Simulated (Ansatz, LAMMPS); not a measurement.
**Glassy Na2MgSi3O8 (112 atoms): geometry optimisation**

Aim: bring glassy Na2MgSi3O8 (112 atoms) to a nearby minimum of the energy and see what moves.

Calculated with Ansatz 0.2.0; Kohn-Sham DFT, PBE, PAW (set soft_2), plane waves.

Measured values to set the calculation against. The average number of oxygens around magnesium in melt-quenched Na2MgSi3O8 glass was derived from the proportions of four- and six-coordinated Mg seen by ultrahigh-field 25Mg NMR at room temperature (“Evidence for Mixed Mg Coordination Environments in Silicate Glasses: Results from 25Mg NMR Spectroscopy at 35.2 T”, 2023, PMC10726351): number of O about Mg 4.5.

Report form: the programs' logs are mostly left out.

## Step 1: Set-up

The cell holds 112 atoms: 8 Mg, 16 Na, 64 O and 24 Si. Cell: a = 11.203 Å, b = 11.203 Å, c = 11.203 Å, α = 90.0°, β = 90.0°, γ = 90.0°. 112 atoms (8 Mg, 16 Na, 64 O, 24 Si) placed at random at 2.58 g/cm³, melted at 4500 K for 20 ps at fixed volume with the Morse and Coulomb pair potential with partial charges (Pedone, Malavasi, Menziani, Cormack and Segre, J. Phys. Chem. B 110, 11780 (2006)). Quenched from 4500 K to 300 K at 10 K/ps and fixed volume, held 20 ps at zero pressure.

What the set-up can't give: The quench rate of 10 K/ps is orders of magnitude faster than experiment, which tends to freeze in extra defects. The network of bonds at the start is that of the classical potential that made the cell. Only the Γ point is sampled, in a cell whose shortest periodic width is 11 Å.

## Step 2: The classical run that made the cell

A classical potential makes the cell, at a small fraction of what the same run would cost in DFT.

This step: classical MD, Morse and Coulomb pair potential with partial charges (Pedone, Malavasi, Menziani, Cormack and Segre, J. Phys. Chem. B 110, 11780 (2006)) (LAMMPS 22 Jul 2025 - Update 4).

The input, in.lmp:

```
# melt-quench of Mg8Na16O64Si24
units metal
atom_style charge
boundary p p p
region box block 0 11.3338 0 11.3338 0 11.3338
create_box 4 box
mass 1 24.3050   # Mg
mass 2 22.9898   # Na
mass 3 15.9990   # O
mass 4 28.0850   # Si
create_atoms 1 random 8 771703 NULL overlap 1.5 maxtry 2000
create_atoms 2 random 16 771710 NULL overlap 1.5 maxtry 2000
create_atoms 3 random 64 771717 NULL overlap 1.5 maxtry 2000
create_atoms 4 random 24 771724 NULL overlap 1.5 maxtry 2000
pair_style hybrid/overlay pedone 5.5 coul/long 8.0
pair_coeff * * coul/long
pair_coeff 1 3 pedone 0.038908 2.281000 2.586153 5   # Mg-O
pair_coeff 2 3 pedone 0.023363 1.763867 3.006315 5   # Na-O
pair_coeff 3 3 pedone 0.042395 1.379316 3.618701 22   # O-O
pair_coeff 3 4 pedone 0.340554 2.006700 2.100000 1   # Si-O
set type 1 charge 1.2
set type 2 charge 0.6
set type 3 charge -1.2
set type 4 charge 2.4
kspace_style pppm 1.0e-4
neigh_modify delay 0 every 1 check yes
thermo_style custom step time temp pe press density
thermo_modify norm yes
timestep 0.002
thermo 100
min_style cg
minimize 1e-4 1e-4 200 2000
reset_timestep 0
velocity all create 4500 771704 mom yes dist gaussian
# [... 11 lines left out ...]
fix md all nvt temp 4500 300 0.2
run 210000 post no
unfix md
thermo 3333
fix md all npt temp 300 300 0.2 iso 0 0 2
run 10000 post no
unfix md
write_dump all custom glass.dump id type xs ys zs modify sort id
```

The run is started by

```sh
> lmp -in in.lmp -log none -nocite
```

Wall time 3.1 min (1 thread of Intel Xeon Platinum 8259CL at 2.50GHz (Skylake/Cascade Lake), shared host); peak memory 0.071 GiB.

## Step 3: Single point at the start

A single point comes first, to see the forces before anything moves.

The input, input.yaml:

```yaml
crystal:
  lattice:
    - [11.20281, 0.0, 0.0]
    - [0.0, 11.20281, 0.0]
    - [0.0, 0.0, 11.20281]
  atoms:
    - { symbol: Mg, position: [0.49289, 0.63857, 0.17389] }
    - { symbol: Mg, position: [0.56546, 0.0252, 0.3852] }
    - { symbol: Mg, position: [0.40186, 0.02516, 0.60196] }
    - { symbol: Mg, position: [0.23163, 0.79832, 0.77523] }
    - { symbol: Mg, position: [0.69733, 0.79846, 0.31259] }
    - { symbol: Mg, position: [0.48293, 0.62347, 0.6753] }
    - { symbol: Mg, position: [0.91562, 0.46092, 0.58757] }
    - { symbol: Mg, position: [0.09101, 0.37908, 0.97946] }
    - { symbol: Na, position: [0.92082, 0.19016, 0.73754] }
    - { symbol: Na, position: [0.26829, 0.58976, 0.56449] }
    - { symbol: Na, position: [0.47992, 0.93975, 0.17926] }
    - { symbol: Na, position: [0.6887, 0.59475, 0.5788] }
    - { symbol: Na, position: [0.99343, 0.6954, 0.89055] }
    - { symbol: Na, position: [0.1139, 0.01238, 0.52916] }
    - { symbol: Na, position: [0.84906, 0.25045, 0.03801] }
    - { symbol: Na, position: [0.15171, 0.58194, 0.82788] }
    - { symbol: Na, position: [0.65456, 0.09328, 0.71451] }
    - { symbol: Na, position: [0.60539, 0.85156, 0.58737] }
    - { symbol: Na, position: [0.0421, 0.30061, 0.25006] }
    - { symbol: Na, position: [0.69093, 0.98524, 0.04504] }
    - { symbol: Na, position: [0.89242, 0.24727, 0.44353] }
    - { symbol: Na, position: [0.4487, 0.55839, 0.91768] }
    - { symbol: Na, position: [0.28674, 0.01007, 0.31512] }
    - { symbol: Na, position: [0.31344, 0.47451, 0.10346] }
    - { symbol: O, position: [0.52339, 0.05961, 0.93826] }
    - { symbol: O, position: [0.18509, 0.05192, 0.95829] }
    - { symbol: O, position: [0.11528, 0.67438, 0.25728] }
    - { symbol: O, position: [0.26097, 0.4076, 0.4279] }
    - { symbol: O, position: [0.07644, 0.69258, 0.4782] }
    - { symbol: O, position: [0.27648, 0.31972, 0.64479] }
    - { symbol: O, position: [0.93142, 0.01942, 0.39466] }
    - { symbol: O, position: [0.37458, 0.20616, 0.82708] }
    - { symbol: O, position: [0.06017, 0.36267, 0.55152] }
    - { symbol: O, position: [0.66043, 0.21976, 0.3931] }
    - { symbol: O, position: [0.80458, 0.86088, 0.78889] }
    - { symbol: O, position: [0.32814, 0.66114, 0.75151] }
    - { symbol: O, position: [0.28732, 0.74265, 0.41077] }
    - { symbol: O, position: [0.10638, 0.88582, 0.35803] }
    - { symbol: O, position: [0.54539, 0.46546, 0.73676] }
    - { symbol: O, position: [0.61353, 0.83343, 0.91118] }
    - { symbol: O, position: [0.72945, 0.76073, 0.14604] }
    - { symbol: O, position: [0.79559, 0.44542, 0.46776] }
    - { symbol: O, position: [0.8141, 0.07807, 0.88578] }
    - { symbol: O, position: [0.85407, 0.22971, 0.24688] }
    - { symbol: O, position: [0.28677, 0.89554, 0.13687] }
    - { symbol: O, position: [0.88355, 0.87538, 0.99532] }
    - { symbol: O, position: [0.84696, 0.07115, 0.60288] }
    - { symbol: O, position: [0.63471, 0.70302, 0.72399] }
    - { symbol: O, position: [0.70673, 0.48113, 0.249] }
    - { symbol: O, position: [0.05709, 0.2256, 0.04274] }
    - { symbol: O, position: [0.78008, 0.65769, 0.37969] }
    - { symbol: O, position: [0.0155, 0.99743, 0.82656] }
    - { symbol: O, position: [0.91876, 0.85298, 0.54756] }
    - { symbol: O, position: [0.69435, 0.05879, 0.23189] }
    - { symbol: O, position: [0.05915, 0.02801, 0.1746] }
    - { symbol: O, position: [0.14304, 0.18978, 0.78045] }
    - { symbol: O, position: [0.5437, 0.48934, 0.08109] }
    - { symbol: O, position: [0.51609, 0.77526, 0.29222] }
    - { symbol: O, position: [0.44977, 0.12224, 0.26475] }
    - { symbol: O, position: [0.4943, 0.37546, 0.45659] }
    - { symbol: O, position: [0.90119, 0.62458, 0.62992] }
    - { symbol: O, position: [0.41097, 0.55956, 0.32099] }
    - { symbol: O, position: [0.10551, 0.48255, 0.12301] }
    - { symbol: O, position: [0.43421, 0.90431, 0.46436] }
    - { symbol: O, position: [0.22197, 0.38312, 0.86202] }
    - { symbol: O, position: [0.59594, 0.27846, 0.86256] }
    - { symbol: O, position: [0.16081, 0.78316, 0.95626] }
    - { symbol: O, position: [0.18482, 0.18996, 0.46853] }
    - { symbol: O, position: [0.93848, 0.66721, 0.10138] }
    - { symbol: O, position: [0.39186, 0.34805, 0.25227] }
    - { symbol: O, position: [0.35847, 0.68962, 0.05727] }
    - { symbol: O, position: [0.72389, 0.93063, 0.45561] }
    - { symbol: O, position: [0.37767, 0.87067, 0.9233] }
    - { symbol: O, position: [0.76707, 0.45299, 0.02955] }
    - { symbol: O, position: [0.64772, 0.28699, 0.63249] }
    - { symbol: O, position: [0.07489, 0.75435, 0.69532] }
    - { symbol: O, position: [0.93377, 0.5187, 0.28403] }
    - { symbol: O, position: [0.78186, 0.646, 0.88992] }
    [... 28 atom lines left out ...]
    - { symbol: Si, position: [0.79912, 0.53075, 0.34821] }
    - { symbol: Si, position: [0.88246, 0.95691, 0.86185] }
    - { symbol: Si, position: [0.99901, 0.96141, 0.28228] }
    - { symbol: Si, position: [0.83082, 0.51101, 0.91245] }
    - { symbol: Si, position: [0.64382, 0.37051, 0.7577] }
    - { symbol: Si, position: [0.7131, 0.19067, 0.25795] }
kpoints:
  mp_grid: { grid: [1, 1, 1] }
hamiltonian:
  xc: pbe
scf:
  occupations: { method: fixed }
output:
  forces: true
  stress: true
  populations: true
  dos:
    method: { smearing: { sigma: 0.1 } }
    de: 0.1
    projected: { site_lists: { Mg: [Mg], Na: [Na], O: [O], Si: [Si] } }
  eigenvalues: true
```

The run is started by

```sh
> ansatz run input.yaml --threads 4 --pin off --max-ram 8192MiB --backend cpu --events-out ev --progress --plain --runs-dir out
```

Run time: 20 s. Hardware: 4 threads of Intel Xeon Platinum 8259CL at 2.50GHz (Skylake/Cascade Lake), shared host; peak memory 2.1 GiB; 76 s of CPU time.

Read from the output:

```
free energy                                      : -90860.1304 eV
free energy per atom                             : -811.2512 eV/atom
SCF cycles                                       : 10
pressure                                         : 4.295 GPa
r.m.s. force component                           : 1.344 eV/Å
longest force                                    : 7.142 eV/Å
Fermi energy                                     : 5.309 eV
gap (highest filled to lowest empty level) : 2.155 eV
spilling of the projection                       : 0.009914
```

The r.m.s. force component of 1.3 eV/Å and the pressure of 4.3 GPa set the starting point.

Neighbours are counted within 2.12 Å (O-Si), 2.98 Å (O-Na), 2.62 Å (O-Mg).

Length of the force by element and coordination:

| element | coordination | atoms | mean length of the force (eV/Å) | spread | least | most |
| --- | --- | --- | --- | --- | --- | --- |
| Mg | all | 8 | 1.10 | 0.479 | 0.339 | 1.53 |
| Mg | 3 | 1 | 1.48 | 0 | 1.48 | 1.48 |
| Mg | 4 | 5 | 1.03 | 0.506 | 0.339 | 1.51 |
| Mg | 5 | 1 | 0.660 | 0 | 0.660 | 0.660 |
| Mg | 6 | 1 | 1.53 | 0 | 1.53 | 1.53 |
| Na | all | 16 | 0.738 | 0.346 | 0.375 | 1.48 |
| Na | 4 | 3 | 0.762 | 0.291 | 0.485 | 1.16 |
| Na | 5 | 7 | 0.647 | 0.249 | 0.410 | 1.21 |
| Na | 6 | 5 | 0.878 | 0.458 | 0.375 | 1.48 |
| Na | 7 | 1 | 0.604 | 0 | 0.604 | 0.604 |
| O | all | 64 | 1.84 | 1.33 | 0.380 | 7.14 |
| O | 2 | 11 | 1.39 | 0.594 | 0.500 | 2.42 |
| O | 3 | 24 | 2.22 | 1.73 | 0.414 | 7.14 |
| O | 4 | 25 | 1.72 | 1.08 | 0.380 | 5.10 |
| O | 5 | 4 | 1.55 | 0.691 | 1.01 | 2.73 |
| Si | all | 24 | 2.93 | 1.43 | 0.258 | 5.46 |

## Step 4: Relaxation

With the cell held, the atoms are moved downhill towards a nearby minimum.

input.yaml, the sections that differ from step 3:

```yaml
output:
  forces: true
relax:
  f_tol: 0.05
  max_steps: 200
# crystal, kpoints, hamiltonian, scf: as in step 3
```

Wall time 2.1 min (4 threads); peak memory 1.9 GiB.

Step by step:

| step | energy less that of the first step (eV) | largest force component (eV/Å) |
| --- | --- | --- |
| 1 | 0.0000 | 6.3184 |
| 2 | -5.7937 | 3.3105 |
| 3 | -9.2440 | 1.0402 |
| 4 | -9.7739 | 0.7139 |
| 5 | -10.2166 | 0.2318 |
| 6 | -10.4083 | 0.2306 |
| 7 | -10.5664 | 0.3280 |
| 8 | -10.7021 | 0.1017 |
| 9 | -10.7314 | 0.3330 |
| 10 | -10.7425 | 0.1553 |
| 11 | -10.7755 | 0.1500 |
| 12 | -10.7949 | 0.0702 |
| 13 | -10.8009 | 0.0332 |

The atoms that moved most (Å):

| atom | dx | dy | dz | length |
| --- | --- | --- | --- | --- |
| Mg7 | 0.704 | 0.209 | -1.022 | 1.258 |
| O68 | 0.591 | -0.426 | 0.618 | 0.955 |
| Na16 | -0.004 | -0.374 | -0.745 | 0.833 |
| O33 | -0.023 | -0.443 | -0.563 | 0.717 |
| Na24 | -0.325 | 0.359 | 0.478 | 0.680 |
| Na12 | 0.620 | -0.161 | 0.182 | 0.666 |
| O30 | -0.464 | 0.363 | 0.175 | 0.614 |
| O61 | 0.488 | -0.260 | -0.164 | 0.577 |

The relaxation changed the energy by -96.4 meV/atom, and atoms moved by 0.32 Å r.m.s., 1.3 Å at most.

## Step 5: Distances and neighbours after relaxation

Bonds before and after, by the cutoffs listed below:

| pair | bonds before | bonds after | mean before (Å) | mean after (Å) | spread before (Å) | spread after (Å) |
| --- | --- | --- | --- | --- | --- | --- |
| O-Si | 96 | 96 | 1.625 | 1.642 | 0.058 | 0.036 |
| O-Na | 89 | 97 | 2.522 | 2.528 | 0.218 | 0.235 |
| O-Mg | 34 | 36 | 2.081 | 2.052 | 0.152 | 0.114 |

Density 2.67 g/cm³, 12.55 Å³ an atom.

Pair distribution functions g(r), in bins of 0.2 Å:

| r (Å) | total | O-O | O-Si | O-Na | O-Mg | Si-Si | Si-Na |
| --- | --- | --- | --- | --- | --- | --- | --- |
| 1.50 | 0.43 | 0.00 | 1.76 | 0.00 | 0.00 | 0.00 | 0.00 |
| 1.70 | 2.72 | 0.00 | 11.09 | 0.00 | 0.00 | 0.00 | 0.00 |
| 1.90 | 0.40 | 0.00 | 0.11 | 0.00 | 4.57 | 0.00 | 0.00 |
| 2.10 | 0.35 | 0.00 | 0.00 | 0.23 | 3.79 | 0.00 | 0.00 |
| 2.30 | 0.67 | 0.00 | 0.00 | 3.58 | 1.05 | 0.00 | 0.00 |
| 2.50 | 0.69 | 0.83 | 0.00 | 2.53 | 0.00 | 0.00 | 0.00 |
| 2.70 | 1.79 | 4.62 | 0.00 | 1.21 | 0.31 | 0.00 | 0.19 |
| 2.90 | 0.68 | 0.91 | 0.04 | 0.59 | 0.26 | 0.67 | 1.90 |
| 3.10 | 1.03 | 0.99 | 0.11 | 0.63 | 0.23 | 4.67 | 3.01 |
| 3.30 | 1.10 | 0.98 | 0.77 | 0.55 | 0.49 | 1.28 | 2.67 |
| 3.50 | 0.89 | 0.73 | 1.06 | 1.05 | 0.54 | 0.00 | 1.19 |
| 3.70 | 1.01 | 0.74 | 1.46 | 0.80 | 1.19 | 0.14 | 1.39 |
| 3.90 | 1.04 | 0.84 | 1.83 | 0.83 | 0.65 | 0.38 | 0.85 |
| 4.10 | 1.08 | 0.57 | 1.79 | 0.97 | 1.68 | 1.95 | 0.78 |
| 4.30 | 1.14 | 0.80 | 1.73 | 1.31 | 1.54 | 1.36 | 0.63 |
| 4.50 | 0.89 | 0.78 | 0.92 | 1.14 | 1.03 | 0.67 | 0.86 |
| 4.70 | 1.05 | 1.06 | 0.78 | 1.33 | 1.69 | 1.31 | 0.80 |
| 4.90 | 1.08 | 1.49 | 0.71 | 1.05 | 1.14 | 0.56 | 0.79 |
| 5.10 | 1.04 | 1.40 | 0.56 | 1.08 | 1.00 | 1.35 | 0.45 |
| 5.30 | 0.96 | 1.28 | 0.69 | 0.88 | 0.74 | 1.10 | 0.98 |
| 5.50 | 0.98 | 1.01 | 0.94 | 0.80 | 0.94 | 0.84 | 1.20 |

Bonds by pair of elements; cutoffs follow the first minimum of g(r), held within bounds set by covalent radii, and pairs that aren't listed don't count as bonded:

| pair A-B | cutoff (Å) | bonds | mean length (Å) | spread (Å) | shortest (Å) | B about A | A about B |
| --- | --- | --- | --- | --- | --- | --- | --- |
| O-Si | 2.12 | 96 | 1.64 | 0.036 | 1.58 | 1.5 | 4 |
| O-Na | 3.09 | 97 | 2.53 | 0.235 | 2.19 | 1.52 | 6.06 |
| O-Mg | 2.52 | 36 | 2.05 | 0.114 | 1.89 | 0.562 | 4.5 |

How many atoms have how many bonded neighbours:

| element | mean | 2 | 3 | 4 | 5 | 6 | 7 | 8 |
| --- | --- | --- | --- | --- | --- | --- | --- | --- |
| Mg | 4.5 | 0 | 0 | 5 | 2 | 1 | 0 | 0 |
| Na | 6.06 | 0 | 0 | 1 | 4 | 6 | 3 | 2 |
| O | 3.58 | 6 | 21 | 31 | 6 | 0 | 0 | 0 |
| Si | 4 | 0 | 0 | 24 | 0 | 0 | 0 | 0 |

Bond angles (no mean is given where the spread exceeds 20°):

| angle | count | mean (°) | spread (°) |
| --- | --- | --- | --- |
| O-Na-O | 255 | - | - |
| O-Si-O | 144 | 109 | 5.2 |
| Na-O-Si | 129 | - | - |
| O-Mg-O | 65 | - | - |
| Mg-O-Na | 61 | 97.5 | 17.9 |

Oxygen atoms by the number of network formers (Si, P, Ge, B, Al, As, Ga) bound to them:

| network formers bound to O | O atoms | per cent |
| --- | --- | --- |
| 0 | 1 | 1.6 |
| 1 | 30 | 46.9 |
| 2 | 33 | 51.6 |

Network units: each former by its oxygen neighbours and how many of them bridge to another former:

| former | O neighbours | bridging O | atoms |
| --- | --- | --- | --- |
| Si | 4 | 1 | 2 |
| Si | 4 | 2 | 5 |
| Si | 4 | 3 | 14 |
| Si | 4 | 4 | 3 |

Bond length by coordination (bonds to H left out):

| element | coordination | atoms | mean bond length (Å) |
| --- | --- | --- | --- |
| Mg | 4 | 5 | 1.99 |
| Mg | 5 | 2 | 2.11 |
| Mg | 6 | 1 | 2.17 |
| Na | 4 | 1 | 2.43 |
| Na | 5 | 4 | 2.41 |
| Na | 6 | 6 | 2.52 |
| Na | 7 | 3 | 2.59 |
| Na | 8 | 2 | 2.65 |
| O | 2 | 6 | 1.64 |
| O | 3 | 21 | 1.98 |
| O | 4 | 31 | 2.13 |
| O | 5 | 6 | 2.27 |

Rings of the network by King's shortest-path rule, up to 12 atoms, one path for each pair of neighbours; H, halogens, alkali and alkaline-earth atoms are left out, and the last column divides by all other atoms, bonded or not:

| ring size (atoms) | rings | per network atom |
| --- | --- | --- |
| 8 | 2 | 0.023 |
| 10 | 2 | 0.023 |
| 12 | 2 | 0.023 |

First main peaks of g(r), for some of the pairs, lie near 2.7 Å (O-O), 1.6 Å (O-Si), 2.4 Å (O-Na), 2.0 Å (O-Mg), 3.1 Å (Si-Si) and 3.2 Å (Si-Na). Counting bonds as in the table, 62 % of Mg atoms have 4, 38 % of Na atoms have 6, 48 % of O atoms have 4 and all Si atoms have 4 bonded neighbours. 52 % of the oxygens bridge two formers (Si) and 47 % are non-bridging; 2 % join none. The commonest Si unit has 4 oxygens, 3 of them shared with other formers (14 of 24 atoms). Rings of 8, 10 and 12 atoms are the most common (33 % each of those counted); sizes run from 8 to 12, where the search stops.

(Continued in part 2 of 2.)

[Logs are printed without paths, hosts, clocks, repeated set-up lines and the standing remarks that a program may print on its own settings, such as how far it seeks lower states.]

[Hosts, paths, dates, database ids (printed as entryN), source tags and the programs' standing remarks are cut or masked in the printed files.]
